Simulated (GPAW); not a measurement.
# 1,3-diethynylbenzene between two Pd chains: transmission at several levels, part 2 of 3

How well does 1,3-diethynylbenzene between two Pd chains conduct at low bias, and how far do basis and functional move the answer?

GPAW 26.7.0; GPAW LCAO, PAW setups; Landauer transmission from Green's functions with principal layers (ASE), zero bias.

So far, transmission at the Fermi level (one spin): step 2 (GPAW, dzp) 0.257; step 3 (basis szp(dzp)) 0.0448. Also open channels of the lead at the Fermi level (one spin): step 2 4.

### 4. GPAW, sz: basis = "sz(dzp)"

One function for each valence shell of the setup, as for a first survey of a large system.

The input, run.py:

```python
import json
import numpy as np
from ase import Atoms
from ase.transport.calculators import TransportCalculator
from gpaw import GPAW, FermiDirac
from gpaw.lcao.tools import get_lcao_hamiltonian
from scipy.linalg import eigh

# The junction with lead layers at both ends, along the third cell vector
device = Atoms(
    ['Pd', 'Pd', 'Pd', 'Pd', 'Pd', 'Pd', 'Pd', 'C', 'C', 'H', 'C', 'C', 'H', 'C', 'C', 'H', 'C', 'C', 'H', 'C', 'C', 'Pd', 'Pd', 'Pd', 'Pd', 'Pd', 'Pd', 'Pd'],
    positions=[
        [8.28805, 4.50000, 1.25000],
        [8.28805, 4.50000, 3.75000],
        [8.28805, 4.50000, 6.25000],
        [8.28805, 4.50000, 8.75000],
        [8.28805, 4.50000, 11.25000],
        [8.28805, 4.50000, 13.75000],
        [8.28805, 4.50000, 16.25000],
        [8.82913, 4.50000, 18.26874],
        [9.42906, 4.50000, 19.30897],
        [12.09108, 4.50000, 19.61198],
        [10.14340, 4.50000, 20.54876],
        [11.54066, 4.50000, 20.54994],
        [13.32609, 4.50000, 21.75860],
        [12.23914, 4.50000, 21.75860],
        [9.44414, 4.50000, 21.75860],
        [8.35659, 4.50000, 21.75860],
        [11.54066, 4.50000, 22.96725],
        [10.14340, 4.50000, 22.96843],
        [12.09108, 4.50000, 23.90521],
        [9.42906, 4.50000, 24.20822],
        [8.82913, 4.50000, 25.24845],
        [8.28805, 4.50000, 27.26719],
        [8.28805, 4.50000, 29.76719],
        [8.28805, 4.50000, 32.26719],
        [8.28805, 4.50000, 34.76719],
        [8.28805, 4.50000, 37.26719],
        [8.28805, 4.50000, 39.76719],
        [8.28805, 4.50000, 42.26719]],
    cell=[[16.57609, 0.0, 0.0], [0.0, 9.0, 0.0], [0.0, 0.0, 43.51719]],
    pbc=True)

# One principal layer of the lead: the first 5 atoms of the device
lead = Atoms(
    ['Pd', 'Pd', 'Pd', 'Pd', 'Pd'],
    positions=[
        [8.28805, 4.50000, 1.25000],
        [8.28805, 4.50000, 3.75000],
        [8.28805, 4.50000, 6.25000],
        [8.28805, 4.50000, 8.75000],
        [8.28805, 4.50000, 11.25000]],
    cell=[[16.57609, 0.0, 0.0], [0.0, 9.0, 0.0], [0.0, 0.0, 12.5]],
    pbc=True)

settings = dict(mode='lcao', basis='sz(dzp)', xc='PBE', h=0.2,
                occupations=FermiDirac(0.1), maxiter=250,
                mixer=dict(beta=0.1, nmaxold=8, weight=100.0),
                convergence=dict(density=0.0001))
energies = np.arange(-2, 2 + 1e-9, 0.05)
eta = 0.0001
n1, n2 = 1, 1
# k and -k transmit alike, so half of the mesh across the current serves
mesh = [(i, j) for i in range(n1) for j in range(n2) if (i, j) <= (-i % n1, -j % n2)]
weights = np.array([1 if (i, j) == (-i % n1, -j % n2) else 2 for i, j in mesh]) / (n1 * n2)


def ground_state(atoms, size, txt):
    atoms.calc = GPAW(kpts={'size': size, 'gamma': True}, symmetry={'tolerance': 1e-3}, txt=txt, **settings)
    atoms.get_potential_energy()
    return atoms.calc.get_fermi_level()


def blocks(atoms, fermi, points, nz, cells):
    """H - E_F S and S between cell 0 and the cells above it, at each point across the current."""
    kz = np.arange(nz) / nz
    calc = atoms.calc.fixed_density(kpts=[(*k, z) for k in points for z in kz], symmetry='off', txt=None)
    H, S = get_lcao_hamiltonian(calc)
    H = (H - fermi * S).reshape(len(H), len(points), nz, *S.shape[1:])
    S = S.reshape(H.shape[1:])
    phases = [np.exp(-2j * np.pi * kz * R) / nz for R in cells]
    return [(np.einsum('skzij,z->ksij', H, p), np.einsum('kzij,z->kij', S, p)) for p in phases]


def pair(a, b):
    return np.block([[a, b], [b.T.conj(), a]])


def count_channels(h, s, cells, nk=240):
    """Half the number of times that the lead's bands cross each energy, unfolded to its shortest repeat."""
    b = len(h) // cells
    bands = []
    for k in (np.arange(nk + 1) + 0.5) / nk:
        hk, sk = h[:b, :b].copy(), s[:b, :b].copy()
        for R in range(1, cells):
            phase, block = np.exp(2j * np.pi * k * R), slice(R * b, (R + 1) * b)
            hk += h[:b, block] * phase + (h[:b, block] * phase).T.conj()
            sk += s[:b, block] * phase + (s[:b, block] * phase).T.conj()
        w, u = eigh(sk)
        x = u[:, w > 1e-5] / w[w > 1e-5]**0.5  # drop near-dependent combinations
        bands.append(np.r_[eigh(x.T.conj() @ hk @ x, eigvals_only=True), [1e9] * (w <= 1e-5).sum()])
    below = np.array(bands)[:, :, None] < energies
    return (below[1:] != below[:-1]).sum((0, 1)) / 2


fermi_lead = ground_state(lead, (1, 1, 9), 'lead.txt')
fermi_device = ground_state(device, (1, 1, 2), 'device.txt')
T, channels, eigen, tail, misfit, shifts = [], [], [], 0.0, 0.0, []
for first in range(0, len(mesh), 141):
    points = [(i / n1, j / n2) for i, j in mesh[first:first + 141]]
    (H0k, S0k), (H1k, S1k), (H2k, _) = blocks(lead, fermi_lead, points, 5, range(3))
    [(Hk, Sk)] = blocks(device, fermi_device, points, 2, [0])
    tail = max(tail, abs(H2k).max())
    for H0, S0, H1, S1, H, S in zip(H0k, S0k, H1k, S1k, Hk, Sk):
        n = len(S0)
        # Shift the lead onto the potential of the device's first layer
        shift = ((H[:, 0, 0] - H0[:, 0, 0]) / S0[0, 0]).real.mean()
        shifts.append(shift)
        misfit = max(misfit, abs(H[:, :n, :n] - H0 - shift * S0).max())
        Tk, Ck, Ek = [], [], []
        for s in range(len(H)):
            t = s % len(H0)  # a lead without moments serves both spins
            h1, s1 = pair(H0[t] + shift * S0, H1[t] + shift * S1), pair(S0, S1)
            leads = dict(h1=h1, s1=s1, energies=energies, eta=eta, eta1=eta, eta2=eta)
            calc = TransportCalculator(h=H[s], s=S, eigenchannels=3, **leads)
            Tk.append(calc.get_transmission())
            Ek.append(np.sort(calc.eigenchannels_ne, axis=0)[::-1])
            Ck.append(count_channels(h1, s1, 10))
        T.append(Tk)
        channels.append(Ck)
        eigen.append(Ek)
T, channels = np.array(T), np.array(channels)
mean, open_channels = np.einsum('kse,k->se', T, weights), np.einsum('kse,k->se', channels, weights)

print(f'basis functions: device {len(S)}, principal layer {n}')
print(f'Fermi level: lead {fermi_lead:.4f} eV, device {fermi_device:.4f} eV; lead shifted by {np.mean(shifts):.4f} eV')
print(f'largest coupling past the next layer {tail:.2e} eV, largest misfit of the first layer {misfit:.3f} eV')
print('  E-E_F (eV)   ' + 'T (one spin)  channels')
for e, t, c in zip(energies, mean.T, open_channels.T):
    print(f'{e:10.3f}  ', *[f'{x:11.4e}' for x in t], *[f'{x:9.4f}' for x in c])

kT = 8.617333e-5 * 300
fine = np.linspace(energies[0], energies[-1], 4001)
both = np.exp(np.interp(fine, energies, np.log(np.maximum(mean.sum(0) * 2 / len(mean), 1e-30))))
fermi = lambda mu: 1 / (1 + np.exp(np.clip((fine - mu) / kT, -200, 200)))
slope = fermi(0) * (1 - fermi(0)) / kT
G = np.trapezoid(both * slope, fine) / 2
seebeck = -np.trapezoid(both * slope * fine, fine) / (2 * G * 300) * 1e6
print(f'conductance at 300 K: {G:.5g} G0 a cell; thermopower {seebeck:.4g} uV/K')
bias = [0.1, 0.2, 0.5, 1.0, 1.5, 2.0]
current = [38.74 * np.trapezoid(both * (fermi(V / 2) - fermi(-V / 2)), fine) for V in bias]
for V, I in zip(bias, current):
    print(f'current from the zero-bias T(E) at {V} V: {I:.5g} uA')
zero = abs(energies).argmin()
json.dump(dict(energies=energies.tolist(), T=mean.tolist(), channels=open_channels.tolist(), G=G, seebeck=seebeck,
               bias=bias, current=current, tail=tail, misfit=misfit, shift=np.mean(shifts), n_device=len(S), n_lead=n,
               fermi=[fermi_lead, fermi_device], energy=device.get_potential_energy(),
               moments=device.get_magnetic_moments().tolist(), mesh=mesh, weights=weights.tolist(),
               T_k=T[:, :, zero].tolist(), eigen=np.array(eigen[0]).tolist()), open('result.json', 'w'))
```

Command:

```sh
$ OMP_NUM_THREADS=1 OPENBLAS_NUM_THREADS=1 python run.py
```

What it wrote:

```text
basis functions: device 212, principal layer 60
Fermi level: lead -4.6874 eV, device -5.1828 eV; lead shifted by 0.0069 eV
largest coupling past the next layer 1.08e-04 eV, largest misfit of the first layer 0.142 eV
  E-E_F (eV)   T (one spin)  [channel counts left out]
    -2.000    1.8673e-01
    -1.950    9.1883e-02
    -1.900    5.5977e-02
[...]
1.950    1.2835e-06
     2.000    1.3920e-06
conductance at 300 K: 0.021723 G0 a cell; thermopower 149.4 uV/K
current from the zero-bias T(E) at 0.1 V: 0.1869 uA
current from the zero-bias T(E) at 0.2 V: 0.48158 uA
current from the zero-bias T(E) at 0.5 V: 3.0828 uA
current from the zero-bias T(E) at 1.0 V: 15.345 uA
current from the zero-bias T(E) at 1.5 V: 24.012 uA
current from the zero-bias T(E) at 2.0 V: 27.415 uA
```

Run time: 3.8 min. Hardware: 1 thread of Intel Xeon Platinum 8559C (Emerald Rapids), shared host; peak memory 2.4 GiB.

This step gave:

| Quantity | Value |
| --- | --- |
| conductance | 0.02172 G₀ |
| largest coupling past the next principal layer | 1.08e-4 eV |
| largest misfit of the first principal layer | 0.1418 eV |
| shift that aligns the lead | 0.006948 eV |
| basis functions of the junction | 212 |
| basis functions of a principal layer | 60 |
| transmission at the Fermi level (one spin) | 0.01589 |

One spin. Table of transmission, zone mean by energy, zero at the Fermi level:

```csv
energy (eV),"transmission, zone mean"
-2.000,0.187
-1.800,0.0416
-1.600,0.0904
-1.400,0.104
-1.200,0.116
-1.000,0.162
-0.800,0.142
-0.600,0.464
-0.450,0.743
-0.400,0.742
-0.200,0.251
0.000,0.0159
0.200,1.8e-7
0.400,1.4e-7
0.600,1.5e-7
0.800,1.9e-7
1.000,2.5e-7
1.200,3.5e-7
1.400,4.9e-7
1.600,7.1e-7
1.800,1.0e-6
2.000,1.4e-6
```

The conductance, 0.0217 G₀, lies a factor of 12 below that of the dzp run.

### 5. RPBE in the dzp basis: xc = "RPBE"

Back in the dzp basis, the functional changes from PBE to RPBE, to set the spread between functionals beside that between bases.

run.py: that of step 4 with these lines changed.

```diff
@@ -55,3 +55,3 @@
 
-settings = dict(mode='lcao', basis='sz(dzp)', xc='PBE', h=0.2,
+settings = dict(mode='lcao', basis='dzp', xc='RPBE', h=0.2,
                 occupations=FermiDirac(0.1), maxiter=250,
```

What it wrote:

```text
basis functions: device 528, principal layer 135
Fermi level: lead -4.3493 eV, device -4.4592 eV; lead shifted by -0.0011 eV
largest coupling past the next layer 1.02e-04 eV, largest misfit of the first layer 0.147 eV
  E-E_F (eV)   T (one spin)  [channel counts left out]
    -2.000    6.4015e-01
    -1.950    3.6434e-01
    -1.900    2.2278e-01
[...]
1.950    8.2150e-08
     2.000    8.9846e-08
conductance at 300 K: 0.25058 G0 a cell; thermopower 71.71 uV/K
current from the zero-bias T(E) at 0.1 V: 1.952 uA
current from the zero-bias T(E) at 0.2 V: 3.9789 uA
current from the zero-bias T(E) at 0.5 V: 11.346 uA
current from the zero-bias T(E) at 1.0 V: 24.557 uA
current from the zero-bias T(E) at 1.5 V: 30.73 uA
current from the zero-bias T(E) at 2.0 V: 34.271 uA
```

Wall time 7 min (1 thread); peak memory 2.5 GiB.

This step gave:

```yaml
conductance: 0.2506 G₀
largest_coupling_past_the_next_principal_layer: 1.02e-4 eV
largest_misfit_of_the_first_principal_layer: 0.1474 eV
shift_that_aligns_the_lead: -0.001136 eV
basis_functions_of_the_junction: 528
basis_functions_of_a_principal_layer: 135
transmission_at_the_fermi_level_one_spin: 0.2522
```

One spin. Table of transmission, zone mean by energy, zero at the Fermi level:

```csv
energy (eV),"transmission, zone mean"
-2.00,0.640
-1.90,0.223
-1.80,0.128
-1.70,0.135
-1.55,0.165
-1.45,0.144
-1.35,0.116
-1.25,0.107
-1.15,0.118
-1.05,0.119
-0.90,0.182
-0.80,0.205
-0.70,0.174
-0.60,0.366
-0.50,0.539
-0.40,0.706
-0.30,0.742
-0.25,0.726
-0.15,0.611
-0.05,0.386
0.00,0.252
0.05,0.128
0.15,7.3e-8
0.25,2.7e-7
0.40,4.6e-8
0.50,1.6e-8
0.60,5.0e-9
0.70,1.1e-9
0.80,0
0.90,6.2e-10
1.05,3.9e-9
1.15,7.7e-9
1.25,1.3e-8
1.35,1.9e-8
1.45,2.6e-8
1.55,3.5e-8
1.70,5.0e-8
1.80,6.2e-8
1.90,7.5e-8
2.00,9.0e-8
```

The conductance, 0.251 G₀, lies 1.7 % below that of the dzp run. At 0.15 eV T drops to or jumps from 7.3e-8 where the lead's channel count changes: a band edge of the lead lies in the thermal window, and enters the average.

### 6. Cost and result by level

Times are for 1 thread of Intel Xeon Platinum 8559C (Emerald Rapids), shared host. The runs compared:

```csv
no.,run,conductance (G₀),time,memory (GiB)
1,dzp,0.2550,7.1 min,2.5
2,szp,0.06574,5 min,2.4
3,sz,0.02172,3.8 min,2.4
4,dzp RPBE,0.2506,7 min,2.5
```

### 7. The levels side by side

The curves are compared point by point over the common energies.

This step: comparison of transmission and cost over codes and levels (GPAW 26.7.0).

Ladder, by row:

```csv
step,code,T at the Fermi level (sum over the listed spins),conductance (G0),r.m.s. T(E) from the first,wall time (s),peak memory (GiB),threads
dzp,GPAW,0.2569,0.255,0,428.4,2.54,1
szp,GPAW,0.04479,0.06574,0.06839,299.9,2.44,1
sz,GPAW,0.01589,0.02172,0.1335,228.8,2.35,1
dzp-RPBE,GPAW,0.2522,0.2506,0.01063,422.4,2.54,1
```

Transmission, zone mean, sum over the listed spins against energy, zero at the Fermi level:

```csv
energy (eV),dzp,szp,sz,dzp-RPBE
-2.000,0.670,0.818,0.187,0.640
-1.800,0.133,0.0590,0.0416,0.128
-1.600,0.164,0.0466,0.0904,0.163
-1.400,0.128,0.0744,0.104,0.128
-1.200,0.108,0.0790,0.116,0.111
-1.000,0.142,0.131,0.162,0.150
-0.800,0.209,0.124,0.142,0.205
-0.600,0.348,0.355,0.464,0.366
-0.450,0.663,0.618,0.743,0.657
-0.400,0.702,0.734,0.742,0.706
-0.300,0.725,0.836,0.553,0.742
-0.200,0.663,0.663,0.251,0.682
0.000,0.257,0.0448,0.0159,0.252
0.200,4.9e-7,8.0e-9,1.8e-7,4.4e-7
0.400,3.6e-8,3.9e-8,1.4e-7,4.6e-8
0.600,3.1e-9,4.1e-8,1.5e-7,5.0e-9
0.800,5.2e-12,4.9e-8,1.9e-7,0
1.000,2.2e-9,6.6e-8,2.5e-7,2.5e-9
1.200,7.8e-9,9.5e-8,3.5e-7,1.0e-8
1.400,1.7e-8,1.4e-7,4.9e-7,2.2e-8
1.600,2.9e-8,2.0e-7,7.1e-7,3.9e-8
1.800,4.4e-8,2.9e-7,1.0e-6,6.2e-8
2.000,6.2e-8,4.1e-7,1.4e-6,9.0e-8
```

### 8. SCF mesh 1×1×6

The SCF mesh sets the Fermi level of the repeated cell.

This step: GPAW LCAO, PAW setups; Landauer transmission from Green's functions with principal layers (ASE), zero bias (GPAW 26.7.0).

run.py: that of step 5 with these lines changed.

```diff
@@ -55,3 +55,3 @@
 
-settings = dict(mode='lcao', basis='dzp', xc='RPBE', h=0.2,
+settings = dict(mode='lcao', basis='dzp', xc='PBE', h=0.2,
                 occupations=FermiDirac(0.1), maxiter=250,
@@ -106,3 +106,3 @@
 fermi_lead = ground_state(lead, (1, 1, 9), 'lead.txt')
-fermi_device = ground_state(device, (1, 1, 2), 'device.txt')
+fermi_device = ground_state(device, (1, 1, 6), 'device.txt')
 T, channels, eigen, tail, misfit, shifts = [], [], [], 0.0, 0.0, []
```

What it wrote:

```text
basis functions: device 528, principal layer 135
Fermi level: lead -4.5036 eV, device -4.6019 eV; lead shifted by -0.0002 eV
largest coupling past the next layer 1.07e-04 eV, largest misfit of the first layer 0.142 eV
  E-E_F (eV)   T (one spin)  channels
    -2.000    6.7052e-01    3.0000
    -1.950    3.8807e-01    3.0000
    -1.900    2.3615e-01    3.0000
    -1.850    1.6318e-01    3.0000
    -1.800    1.3351e-01    3.0000
    -1.750    1.2819e-01    3.0000
    -1.700    1.3729e-01    3.0000
    -1.650    1.5185e-01    3.0000
    -1.600    1.6374e-01    3.0000
    -1.550    1.6587e-01    3.0000
    -1.500    1.5795e-01    3.0000
    -1.450    1.4356e-01    3.0000
    -1.400    1.2766e-01    3.0000
    -1.350    1.1444e-01    3.0000
    -1.300    1.0653e-01    3.0000
    -1.250    1.0474e-01    3.0000
[...]
1.650    3.2076e-08    1.0000
     1.700    3.5763e-08    1.0000
     1.750    3.9653e-08    1.0000
     1.800    4.3750e-08    1.0000
     1.850    4.8062e-08    1.0000
     1.900    5.2598e-08    1.0000
     1.950    5.7369e-08    1.0000
     2.000    6.2391e-08    1.0000
conductance at 300 K: 0.25507 G0 a cell; thermopower 67.53 uV/K
current from the zero-bias T(E) at 0.1 V: 1.9847 uA
current from the zero-bias T(E) at 0.2 V: 4.0264 uA
current from the zero-bias T(E) at 0.5 V: 11.243 uA
current from the zero-bias T(E) at 1.0 V: 24.211 uA
current from the zero-bias T(E) at 1.5 V: 30.094 uA
current from the zero-bias T(E) at 2.0 V: 33.649 uA
```

Run time: 8.7 min. Hardware: 1 thread; peak memory 2.6 GiB.

This step gave:

```yaml
conductance: 0.2551 G₀
largest_coupling_past_the_next_principal_layer: 1.07e-4 eV
largest_misfit_of_the_first_principal_layer: 0.1416 eV
shift_that_aligns_the_lead: -2.36e-4 eV
transmission_at_the_fermi_level_one_spin: 0.2569
```

One spin. The transmission, zone mean by energy, zero at the Fermi level:

```csv
energy (eV),"transmission, zone mean"
-2.000,0.671
-1.800,0.134
-1.600,0.164
-1.400,0.128
-1.200,0.108
-1.000,0.142
-0.800,0.209
-0.600,0.348
-0.400,0.702
-0.300,0.726
-0.200,0.663
0.000,0.257
0.200,4.9e-7
0.400,3.6e-8
0.600,3.1e-9
0.800,5.2e-12
1.000,2.2e-9
1.200,7.8e-9
1.400,1.7e-8
1.600,2.9e-8
1.800,4.4e-8
2.000,6.2e-8
```

Crossings of the lead's bands, unfolded to its shortest repeat. Open channels, zone mean against energy, zero at the Fermi level:

energy (eV), open channels, zone mean and a bar from the least value:
```
    -2.00       3.00 ###############
    -1.85       3.00 ###############
    -1.70       3.00 ###############
    -1.60       3.00 ###############
    -1.45       3.00 ###############
    -1.30       3.00 ###############
    -1.15       3.00 ###############
    -1.05       3.00 ###############
    -0.90       5.00 ##############################
    -0.75       5.00 ##############################
    -0.60       5.00 ##############################
    -0.50       5.00 ##############################
    -0.35       4.00 ######################
    -0.20       4.00 ######################
    -0.05       4.00 ######################
     0.00       4.00 ######################
     0.05       4.00 ######################
     0.20       1.00 
     0.35       1.00 
     0.50       1.00 
     0.60       1.00 
     0.75       1.00 
     0.90       1.00 
     1.05       1.00 
     1.15       1.00 
     1.30       1.00 
     1.45       1.00 
     1.60       1.00 
     1.70       1.00 
     1.85       1.00 
     2.00       1.00
```

Not self-consistent under bias; the bias window is split evenly. Table of current through one cell, from the zero-bias transmission by bias:

```
bias (V)  current through one cell, from the zero-bias transmission (μA)
   0.100                                                            1.98
   0.200                                                            4.03
   0.500                                                            11.2
   1.000                                                            24.2
   1.500                                                            30.1
   2.000                                                            33.6
```

Transmission of the three most open eigenchannels against energy, zero at the Fermi level:

```csv
energy (eV),channel 1,channel 2,channel 3
-2.00,0.658,0.0121,7.6e-5
-1.85,0.131,0.0321,5.0e-5
-1.70,0.0934,0.0438,3.0e-5
-1.60,0.141,0.0232,2.1e-5
-1.45,0.139,0.00413,1.3e-5
-1.30,0.103,0.00364,8.2e-6
-1.15,0.0798,0.0354,5.8e-6
-1.05,0.0619,0.0596,4.7e-6
-0.90,0.0965,0.0844,4.0e-6
-0.75,0.144,0.0716,3.4e-6
-0.60,0.223,0.125,3.4e-6
-0.50,0.380,0.115,3.3e-6
-0.35,0.674,0.0499,2.2e-6
-0.20,0.630,0.0338,2.3e-6
-0.05,0.362,0.0225,2.7e-6
0.00,0.239,0.0177,2.8e-6
0.05,0.125,0.0117,2.8e-6
0.20,4.9e-7,2.2e-12,1.8e-12
0.35,6.6e-8,2.0e-12,0
0.50,1.1e-8,2.2e-12,0
0.60,3.1e-9,2.3e-12,0
0.75,7.4e-11,4.1e-12,0
0.90,6.7e-10,2.0e-12,0
1.05,3.3e-9,2.3e-12,0
1.15,6.1e-9,2.5e-12,0
1.30,1.2e-8,2.8e-12,0
1.45,1.9e-8,3.1e-12,0
1.60,2.9e-8,3.5e-12,0
1.70,3.6e-8,3.8e-12,0
1.85,4.8e-8,4.3e-12,0
2.00,6.2e-8,4.9e-12,0
```

The conductance equals that of the dzp run to 0.2 %. At 0.15 eV T drops to or jumps from 1.1e-7 where the lead's channel count changes: a band edge of the lead lies in the thermal window, and enters the average.

(Part 2 of 3 ends here.)

[Logs are printed without paths, hosts, clocks, repeated set-up lines and the standing remarks that a program may print on its own settings, such as how far it seeks lower states.]

[Hosts, paths, dates, database ids (printed as entryN), source tags and the programs' standing remarks are cut or masked in the printed files.]
